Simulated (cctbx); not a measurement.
# Which space group?

Cell: a = 3.9650 Å, b = 13.5100 Å, c = 13.8270 Å, α = 90.00°, β = 90.00°, γ = 90.00°. Expected content of the cell: Sm8 Ni4 K4 S16.

Simulated single-crystal data (cctbx): synchrotron X-rays, λ = 0.7749 Å, to d = 0.65 Å, 70 % of the full sphere, strongest reflection 5000 counts, noise from counting, a 4 % proportional error and a noise floor of 2 counts (s.d.); no absorption.

Tests on the unmerged data give:

```text
7936 reflections to d = 0.650 A
centring   violations  <I/sigma> of those
    A       1441 of  3961      4.4
    B       1441 of  3993      4.3
    C          0 of  4006      0.0
    I       1393 of  4004      4.2
    R       1895 of  5280      4.3
    F       1441 of  5980      2.9
Laue class    unique    Rint  (classes that these axes allow; Friedel mates merged)
C 1 2/m 1        1435   0.048
C 2/m 1 1        1541   0.047
C m m m           838   0.053
space group    extra absences  I>4sigma  <I/sigma>
C 2 2 21               13          0       0.0  acentric
C 2 2 2                 0          0         -  acentric
C m m 2                 0          0         -  acentric
C m c 21               73          0       0.0  acentric
C 2 m m                 0          0         -  acentric
C m 2 m                 0          0         -  acentric
C 2 c m                73          0       0.0  acentric
C m c m                73          0       0.0  centric
C m m m                 0          0         -  centric
Wilson B = 0.34 A^2   <|E^2-1|> = 0.859 (0.968 centric, 0.736 acentric)   E^2>4: 2.0 %
shell (A)         n   <I/sigma>
 6.91 - 1.30    124     20.0
 1.30 - 1.03    107     20.9
 1.03 - 0.90    108     17.6
 0.90 - 0.82    100     16.1
 0.82 - 0.76    102     16.1
 0.76 - 0.72    102     14.5
 0.72 - 0.68     98     14.9
 0.68 - 0.65     97     13.4
```

Q: Read the symmetry from these tables.

The reflections that C centring forbids are absent (⟨I/σ⟩ near 0), so the lattice is C.

Rint stays low (0.047 to 0.053) up to C m m m, the highest class in these axes.

9 settings pass the absence test. The most absences obeyed, 73, belong to C m c 21, C 2 c m and C m c m, which absences can't tell apart.

⟨|E²−1|⟩ = 0.859 lies between the two ideal values. The Wilson B of 0.34 Å² means U ≈ 0.0043 Å².

The true group is Cmcm (no. 63), Laue class mmm, centrosymmetric. The tables only narrow the choice to the tied entries; cell content, site symmetry and trial solutions must settle it.

The model was made for the exercise: a known structure type with other elements put in, its volume estimated, not relaxed; displacement parameters are assumed.

[Logs are printed without paths, hosts, clocks, repeated set-up lines and the standing remarks that a program may print on its own settings, such as how far it seeks lower states.]
